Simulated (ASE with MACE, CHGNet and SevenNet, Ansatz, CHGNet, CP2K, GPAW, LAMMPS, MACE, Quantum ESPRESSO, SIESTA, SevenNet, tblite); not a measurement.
## Running glassy 62SiO2-21B2O3-8Na2O-8MgO (mol %) (80 atoms) with machine-learned potentials

Aim: run glassy 62SiO2-21B2O3-8Na2O-8MgO (mol %) (80 atoms) in machine-learned potentials and see how near its forces come to a plane-wave reference, and at what cost.

Calculated with ASE with MACE, CHGNet and SevenNet; the method is named at each step.

## 1. The starting structure

The cell holds 80 atoms: 15 Si, 10 B, 4 Na, 2 Mg and 49 O. Its edges and angles: a = 9.864 Å, b = 9.864 Å, c = 9.864 Å, α = 90.0°, β = 90.0°, γ = 90.0°. 80 atoms (15 Si, 10 B, 4 Na, 2 Mg, 49 O) placed at random at 2.23 g/cm³, melted at 3000 K for 20 ps at fixed volume with the Buckingham and Coulomb pair potential of Guillot and Sator (Geochim. Cosmochim. Acta 71, 1249 (2007)) with the boron terms of Wang et al. (J. Non-Cryst. Solids 498, 294 (2018)). Quenched from 3000 K to 300 K at 50 K/ps and fixed volume, held 10 ps at zero pressure, then minimised at fixed cell.

The yardstick, on the same geometry:

| Property | Result |
| --- | --- |
| method | Kohn-Sham DFT, PBE, PAW, plane waves (Ansatz 0.2.0); cutoff 420 eV, Γ point, fermi-dirac smearing of 0.05 eV; PAW set soft_2 |
| r.m.s. force component | 0.8803 eV/Å |
| longest force | 3.89 eV/Å |
| pressure | 0.1522 GPa |
| gap (highest filled to lowest empty level) | 1.799 eV |
| SCF cycles | 10 |
| time | 10 s on 4 threads of Arm Neoverse V2, shared host |
| CPU time | 39 s |

## 2. MACE MP-0b3 medium potential

Method: machine-learned interatomic potential MACE MP-0b3 medium, trained on PBE(+U) plane-wave data.

run.py

```python
import numpy as np
from ase.io import read
import mlip  # loads the published weights by name

atoms = read("structure.xyz")
atoms.calc = mlip.calc("mace-mp-0b3-medium")
energy = atoms.get_potential_energy()
forces = atoms.get_forces()
print(f"energy {energy:.6f} eV")
print("forces (eV/A)")
for i, (a, f) in enumerate(zip(atoms, forces)):
    print(f"{i:4d} {a.symbol:2s} {f[0]:10.5f} {f[1]:10.5f} {f[2]:10.5f}")
stress = -atoms.get_stress(voigt=False) * 160.21766
print("stress (GPa, compression positive)")
for row in stress:
    print(" ".join(f"{x:10.4f}" for x in row))
```

structure.xyz

```xyz
80
Lattice="9.86421 0.00000 0.00000 0.00000 9.86421 0.00000 0.00000 0.00000 9.86421" Properties=species:S:1:pos:R:3 pbc="T T T"
Si 3.39112 0.37671 5.01418
Si 0.17203 0.48808 2.84790
Si 6.67886 3.24039 4.77724
Si 8.90620 6.42061 1.05784
Si 9.13002 4.41512 3.38688
Si 4.23964 5.30596 4.45369
Si 1.35426 5.63237 5.19341
Si 6.92468 0.46766 1.79578
Si 0.81242 1.45211 5.82304
Si 1.90951 5.45451 0.49282
Si 7.39510 8.59114 6.59186
Si 2.27173 6.89784 7.84165
Si 1.14681 2.80952 1.30385
Si 0.16069 9.07014 8.03124
Si 6.05258 5.89022 1.40289
B 3.67215 6.85355 1.99178
B 4.32230 9.55556 2.43044
B 4.86592 7.21399 6.53188
B 8.76672 3.50268 6.82761
B 1.64653 8.23178 4.00941
B 5.44948 3.19097 7.85507
B 8.60544 9.15576 0.29652
B 9.02990 3.54184 9.42999
B 5.85668 1.00171 6.14876
B 6.53898 3.18081 0.63871
Na 2.75488 3.53316 7.33167
Na 5.24332 0.22066 8.91172
Na 6.99402 5.63404 8.03529
Na 4.22750 2.73426 2.24657
Mg 6.01914 7.98764 3.96117
Mg 2.21037 8.87453 1.26203
O 2.79236 4.85003 5.13057
O 6.93109 0.27679 6.82554
O 1.29951 6.30964 6.66742
O 9.82899 2.69283 6.42969
O 8.49269 0.48009 2.34413
O 7.98863 3.50939 0.48640
O 5.00934 4.42952 7.41996
O 7.38642 6.23694 0.49153
O 2.35478 6.78529 1.33088
O 0.04577 4.78197 4.77951
O 0.26752 1.14662 4.32467
O 0.27995 3.47348 2.52129
O 7.57621 3.62155 6.11916
O 6.40207 6.42061 2.89011
O 9.16040 8.01694 0.87515
O 3.80305 5.76297 2.94674
O 3.90988 0.06767 1.10242
O 1.41403 8.13067 8.50768
O 0.57686 0.20754 6.84270
O 2.36998 8.94467 4.96663
O 2.48036 5.65032 8.85826
O 0.99204 8.93076 2.99517
O 1.46878 6.87200 4.15846
O 1.17177 1.24841 1.76806
O 9.45702 0.01716 9.33322
[... 20 atom lines left out ...]
O 8.70260 8.24352 7.52225
O 7.25838 9.46471 0.41479
O 4.77073 0.06274 5.80045
O 5.85549 4.28580 1.29645
```

Launch:

```
$ OMP_NUM_THREADS=1 python run.py > output.txt
```

The program printed:

```text
energy -596.613862 eV
forces (eV/A)
   0 Si    0.22785   -0.81359   -1.28105
   1 Si   -0.74845    0.89816    1.79218
   2 Si    0.63689   -0.94242    0.87775
   3 Si   -0.45954   -0.54699    0.58674
   4 Si    0.33651   -0.02413   -1.30493
   5 Si   -0.32103    0.71887   -1.05793
   6 Si    0.54364    1.60813   -0.64686
   7 Si    0.09346    0.72327   -0.85994
   8 Si   -0.96942   -0.92981   -0.30383
   9 Si   -1.26410    0.92906    0.08250
  10 Si    0.49532    1.38709   -2.39547
  11 Si   -0.06726   -0.32832   -1.17066
  12 Si   -3.03693    1.54508    0.27515
  13 Si   -1.05912    0.64180   -0.70189
  14 Si   -0.25221    0.21092    1.73283
  15 B     2.16897    0.20537    0.36799
  16 B    -1.07535   -0.11243   -1.51138
  17 B    -0.55072   -0.13302    0.14442
  18 B    -0.88886   -1.10817    0.33541
  19 B     0.94974   -0.62956    2.07176
  20 B     0.40646    0.93011    0.25699
  21 B    -0.27429   -0.41146   -0.42536
  22 B    -1.90924   -1.14569    1.01869
  23 B     0.37443    0.99609    0.14566
[...]
72 O    -0.40269   -0.41445    0.07619
  73 O    -0.75158   -0.11578    0.90431
  74 O    -0.07829   -0.07211   -1.03076
  75 O     0.75614    0.72704    0.48770
  76 O    -0.04697   -0.78399    0.30494
  77 O     0.21760   -0.10445   -0.23996
  78 O    -0.71575   -0.52643    0.30542
  79 O    -0.56751   -0.90307    0.23973
stress (GPa, compression positive)
   -1.0765     0.1900    -0.7345
    0.1900    -0.0333     0.4412
   -0.7345     0.4412     2.4055
```

It took 7.9 s on 1 thread of Arm Neoverse V2, shared host; peak memory 1.1 GiB.

Banners, paths, timers and routine set-up lines are dropped from the logs unmarked, and long logs keep their key lines alone; longer cuts are marked.

Compared with the plane-wave run:

- r.m.s. force component: 0.7615 eV/Å
- r.m.s. difference of force components: 213 meV/Å
- longest difference of force vectors: 981.1 meV/Å
- force difference over r.m.s. force: 24.2 %
- slope of forces against the reference's: 0.8448
- correlation of force components: 0.9767
- pressure: 0.4319 GPa
- pressure difference: 0.2797 GPa

Length of the force difference by element (eV/Å):

```csv
element,atoms,mean,most
B,10,0.51,0.77
Mg,2,0.31,0.37
Na,4,0.16,0.26
O,49,0.24,0.79
Si,15,0.44,0.98
```

Local excerpt of 12 atoms (numbers count through the whole input) about Si13, which bears the longest force; x, y, z are measured from there.

```csv
atom,x,y,z,distance (Å),bonds,Fx,Fy,Fz (eV/Å)
Si13,0.00,0.00,0.00,0.00,4,-3.04,1.55,0.28
O65,-0.79,0.09,-1.42,1.63,2,0.34,-0.11,-0.70
O55,0.02,-1.56,0.46,1.63,2,0.78,-0.55,-0.45
O43,-0.87,0.66,1.22,1.64,2,0.23,-0.43,0.29
O60,1.14,1.17,-0.21,1.65,3,1.29,-0.69,0.07
B23,-1.98,0.73,-1.74,2.74,3,-1.91,-1.15,1.02
Si10,0.76,2.64,-0.81,2.87,4,-1.26,0.93,0.08
Si2,-0.97,-2.32,1.54,2.95,4,-0.75,0.90,1.79
O62,-0.88,2.79,-0.99,3.09,2,0.18,0.15,-0.41
O37,-3.02,0.70,-0.82,3.21,2,1.60,0.11,-0.77
Na29,3.08,-0.08,0.94,3.22,4,0.39,-0.11,-0.06
Si5,-1.88,1.61,2.08,3.23,4,0.34,-0.02,-1.30
```

Atoms are counted from 1 here, from 0 in the log.

Forces lie 24 % from the reference's, at 0.20 times its CPU time (on 1 against 4 cores).

## 3. CHGNet 0.3.0 potential

Method: machine-learned interatomic potential CHGNet 0.3.0, trained on PBE(+U) plane-wave data.

Changes to run.py since step 2:

```diff
@@ -5,3 +5,3 @@
 atoms = read("structure.xyz")
-atoms.calc = mlip.calc("mace-mp-0b3-medium")
+atoms.calc = mlip.calc("chgnet-0.3.0")
 energy = atoms.get_potential_energy()
```

structure.xyz is that of step 2.

The program printed:

```text
CHGNet v0.3.0 initialized with 412,525 parameters
CHGNet will run on cpu
energy -631.893921 eV
forces (eV/A)
   0 Si    0.35453   -0.71336   -1.03451
   1 Si   -0.93537    1.05818    1.31536
   2 Si    0.40768   -0.85194    0.78021
   3 Si   -0.66615   -0.76855    0.52023
   4 Si    0.22675   -0.10360   -1.22091
   5 Si   -0.20695    0.47362   -1.13295
   6 Si    0.61055    1.05829   -0.44259
   7 Si   -0.07952    0.69839   -0.61598
   8 Si   -0.65817   -0.86173   -0.22098
   9 Si   -1.07258    0.67848    0.08096
  10 Si    0.54325    1.34133   -2.52467
  11 Si   -0.15690   -0.30364   -1.00500
  12 Si   -2.53223    1.49487    0.33786
  13 Si   -1.06289    0.48414   -0.84069
  14 Si    0.01441    0.15319    1.83344
  15 B     2.02772   -0.17975    0.71165
  16 B    -0.69229   -0.01874   -1.21978
  17 B    -0.26333   -0.17373   -0.05732
  18 B    -0.63416   -0.89075    0.07422
  19 B     1.18674   -0.54848    2.10050
  20 B     0.27245    0.95690   -0.14576
  21 B    -0.35387   -0.49752   -0.39633
  22 B    -1.91410   -0.96108    1.15432
  23 B     0.37947    0.97219    0.21424
[...]
72 O    -0.31287   -0.40014    0.20820
  73 O    -0.73292   -0.25844    0.63861
  74 O    -0.19369    0.02272   -1.31907
  75 O     0.61529    0.69268    0.51853
  76 O     0.11426   -0.81684    0.29040
  77 O     0.34946   -0.28075   -0.62121
  78 O    -0.69286   -0.48657    0.33642
  79 O    -0.61290   -0.83212    0.12465
stress (GPa, compression positive)
   -1.0340     0.2066    -0.7163
    0.2066     0.4380     0.3405
   -0.7163     0.3405     2.5120
```

It took 4.2 s on 1 thread; peak memory 1.3 GiB.

Numbers from this run, and their distance from the reference:

* r.m.s. force component: 0.7215 eV/Å
* r.m.s. difference of force components: 253 meV/Å
* longest difference of force vectors: 1053 meV/Å
* force difference over r.m.s. force: 28.74 %
* slope of forces against the reference's: 0.7946
* correlation of force components: 0.9695
* pressure: 0.6387 GPa
* pressure difference: 0.4865 GPa

Against the first run (24 %), the force difference from the reference is 29 %, at 0.53 times the CPU time.

## 4. SevenNet 0 potential

Method: machine-learned interatomic potential SevenNet 0, trained on PBE(+U) plane-wave data.

Changes to run.py since step 3:

```diff
@@ -5,3 +5,3 @@
 atoms = read("structure.xyz")
-atoms.calc = mlip.calc("chgnet-0.3.0")
+atoms.calc = mlip.calc("7net-0")
 energy = atoms.get_potential_energy()
```

structure.xyz is that of step 3.

The program printed:

```text
energy -596.654663 eV
forces (eV/A)
   0 Si    0.14672   -0.90787   -1.25070
   1 Si   -0.64478    0.93002    1.71596
   2 Si    0.69615   -1.00335    1.02416
   3 Si   -0.54677   -0.61386    0.63723
   4 Si    0.35237   -0.04712   -1.30806
   5 Si   -0.17243    0.91347   -1.21883
   6 Si    0.56407    1.52648   -0.66712
   7 Si   -0.18382    0.76224   -0.89980
   8 Si   -1.06854   -0.80899   -0.31527
   9 Si   -1.18548    0.88666    0.03928
  10 Si    0.49934    1.27309   -3.06509
  11 Si    0.01974   -0.39390   -1.20018
  12 Si   -3.13383    1.45734    0.30219
  13 Si   -1.24103    0.67845   -0.84019
  14 Si   -0.19985    0.27122    2.06843
  15 B     2.28766    0.03627    0.59132
  16 B    -1.17304   -0.09239   -2.00552
  17 B    -0.32622   -0.26511    0.20529
  18 B    -0.96906   -1.04633    0.41251
  19 B     1.03064   -0.65686    1.98572
  20 B     0.14217    1.02517   -0.06976
  21 B    -0.51558   -0.43401   -0.42417
  22 B    -2.07696   -1.06464    0.98752
  23 B     0.58222    1.06639    0.37986
[...]
72 O    -0.46137   -0.41834    0.33038
  73 O    -0.76407   -0.27466    0.83298
  74 O    -0.16080   -0.13451   -1.12999
  75 O     0.64817    0.59987    0.44912
  76 O     0.18896   -0.78199    0.47906
  77 O     0.45669   -0.15416   -0.22567
  78 O    -0.77065   -0.55226    0.25193
  79 O    -0.55342   -0.95857    0.22053
stress (GPa, compression positive)
   -1.6196     0.2020    -0.7742
    0.2020    -0.0182     0.4782
   -0.7742     0.4782     2.3216
```

Elapsed: 9.4 s, on 1 thread; peak memory 0.97 GiB.

Against the reference:

```yaml
r_m_s_force_component: 0.7944 eV/Å
r_m_s_difference_of_force_components: 168 meV/Å
longest_difference_of_force_vectors: 792.9 meV/Å
force_difference_over_r_m_s_force: 19.09 %
slope_of_forces_against_the_reference_s: 0.8889
correlation_of_force_components: 0.9851
pressure: 0.2279 GPa
pressure_difference: 0.0757 GPa
```

Against the first run (24 %), the force difference from the reference is 19 %, at 1.2 times the CPU time.

## 5. The ladder

Differences are against the plane-wave reference, forces as r.m.s. over components; share is that over the reference's r.m.s. force, slope the least-squares factor from reference forces to these. Total energies of different programs have different zeros and aren't compared.

```csv
run,"Δ force, r.m.s. (meV/Å)",share (%),slope,Δ pressure (GPa),cores,CPU time,memory (GiB)
reference,-,-,-,-,4,39 s,1.2
MACE MP-0b3 medium potential,213,24.2,0.845,0.280,1,7.9 s,1.1
CHGNet 0.3.0 potential,253,28.7,0.795,0.486,1,4.2 s,1.3
SevenNet 0 potential,168,19.1,0.889,0.0757,1,9.4 s,0.97
```

Times of the machine-learned potentials are mostly Python's start and the loading of weights.

CPU time is summed over cores on a shared host, where runs went side by side, so it is rough. Symmetry, cutoffs, thresholds, outputs and thread counts weren't matched or tuned between programs; memory under MPI is the largest rank's times the ranks.

## 6. Outcome

```yaml
nearest_in_forces: SevenNet 0 potential, 19 %
its_cpu_time: 9.4 s
```

**Reading.** Machine-learned potentials differ by 19 % (SevenNet 0 potential) to 29 % (CHGNet 0.3.0 potential); they were trained on other programs' data. Among those trained on PBE data the slope goes as low as 0.79, which softening far from their training structures can give, though the reference's k-sampling is untested too. Machine-learned potentials mimic data converged in k, so the reference's own k-point error enters their differences. The quench rate of 50 K/ps is many orders above laboratory rates, so the cell is likely richer in defects and strain than a real sample. The network of bonds at the start is that of the classical potential that made the cell, and needn't be the one that DFT or experiment would give. The reference's stress is far from hydrostatic: its diagonal is -1.7, -0.2, 2.3 GPa, compression counted positive. The electronic-structure runs sample only Γ, in a cell whose shortest periodic width is 10 Å.

[Also dropped from logs without a mark: logging warnings of Python, and SIESTA's first energy breakdown and zero terms.]

[Logs are printed without paths, hosts, clocks, repeated set-up lines and the standing remarks that a program may print on its own settings, such as how far it seeks lower states.]

[Hosts, paths, dates, database ids (printed as entryN), source tags and the programs' standing remarks are cut or masked in the printed files.]
